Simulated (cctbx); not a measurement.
# A disordered crystal of nominal Y3Sn3Pb

Cell a = 13.8680 Å, b = 4.7980 Å, c = 12.2610 Å, α = 90.00°, β = 90.00°, γ = 90.00°; space group Pnma (no. 62); nominal formula Y3Sn3Pb.

The data are simulated with cctbx, not measured: Mo Kα, λ = 0.71073 Å, to d = 0.84 Å, 95 % of the full sphere, strongest reflection 20000 counts, noise from counting, a 2 % proportional error and a noise floor of 15 counts (s.d.); no absorption.

With every site full:

```text
Rint 0.049, 815 unique reflections to 0.84 A
cycle     R1     wR2    GooF  max shift (A)
   1  0.0761  0.1417   4.694   0.00216
   2  0.0255  0.0425   1.407   0.00000
final R1 0.0255 wR2 0.0425 GooF 1.407  parameters 42  data/parameter 19.4
atom        x        y        z      Ueq    occ   su(xyz)  su(Uiso or U11)
Pb1    0.82188  0.75000  0.89007   0.0099  1.000  0.00004  0.0003
Sn1    0.95776  0.75000  0.69198   0.0147  1.000  0.00008  0.0005
Sn2    0.66477  0.75000  0.75505   0.0143  1.000  0.00008  0.0005
Sn3    0.68394  0.75000  0.51786   0.0118  1.000  0.00007  0.0005
Y1     0.70059  0.75000  0.16084   0.0125  1.000  0.00011  0.0006
Y2     0.89614  0.75000  0.42529   0.0136  1.000  0.00011  0.0007
Y3     0.47767  0.75000  0.37289   0.0237  1.000  0.00013  0.0007
difference map: max 2.01 min -2.87 rms 0.46
Q1    0.0403  0.7500  0.9660    4    2.02  2.00 A from Sn3
Q2    0.1885  0.2500  0.2178    4    1.88  1.33 A from Pb1
Q3    0.1472  0.1026  0.2920    8    1.72  1.63 A from Sn1
Q4    0.0163  0.1381  0.1803    8    1.69  1.69 A from Sn1
Q5    0.0373  0.2500  0.2720    4    1.68  0.45 A from Sn1
Q6    0.2121  0.2500  0.9360    4    1.55  1.70 A from Y1
```

With the occupancies of the suspect sites free, each still typed as its main element:

```text
Rint 0.049, 815 unique reflections to 0.84 A
cycle     R1     wR2    GooF  max shift (A)
   1  0.0511  0.0886   2.936   0.00017
  10  0.0191  0.0295   0.979   0.00002
final R1 0.0191 wR2 0.0295 GooF 0.978  parameters 43  data/parameter 19.0
atom        x        y        z      Ueq    occ   su(xyz)  su(Uiso or U11)
Pb1    0.82189  0.75000  0.89006   0.0102  1.000  0.00003  0.0002
Sn1    0.95777  0.75000  0.69201   0.0151  1.000  0.00005  0.0003
Sn2    0.66477  0.75000  0.75510   0.0148  1.000  0.00005  0.0003
Sn3    0.68398  0.75000  0.51790   0.0122  1.000  0.00005  0.0003
Y1     0.70056  0.75000  0.16082   0.0129  1.000  0.00008  0.0004
Y2     0.89616  0.75000  0.42529   0.0140  1.000  0.00008  0.0005
Y3     0.47771  0.75000  0.37285   0.0145  0.861  0.00009  0.0006
su of occupancy Y3: 0.005
difference map: max 1.94 min -1.50 rms 0.40
Q1    0.0390  0.7500  0.9619    4    1.99  2.03 A from Sn3
Q2    0.1884  0.2500  0.2188    4    1.84  1.34 A from Pb1
Q3    0.1464  0.1057  0.2894    8    1.70  1.62 A from Sn1
Q4    0.0180  0.1349  0.1808    8    1.58  1.69 A from Sn1
Q5    0.2097  0.2500  0.9354    4    1.56  1.72 A from Y1
Q6    0.0082  0.6145  0.7716    8    1.42  1.37 A from Sn1
```

**Question.** What is the disorder?

X-rays count electrons. Y3 refines to 0.861(0.005), or 33.6 electrons; the site truly holds 0.85 Y, 33.1 electrons, which is 0.850 of Y. A value under 1 can't tell vacancies from a lighter guest, and one over 1 needs a heavier guest; chemistry or a second radiation must settle which. Occupancy correlates with U and the scale, so the match is approximate.

Freeing them takes R1 from 0.0255 to 0.0191 and GooF from 1.41 to 0.98.

The model is made up (kin elements in a known structure type, no relaxation), so it says nothing on whether the phase exists.

[Middle refinement cycles are left out of these outputs.]

[Logs are printed without paths, hosts, clocks, repeated set-up lines and the standing remarks that a program may print on its own settings, such as how far it seeks lower states.]
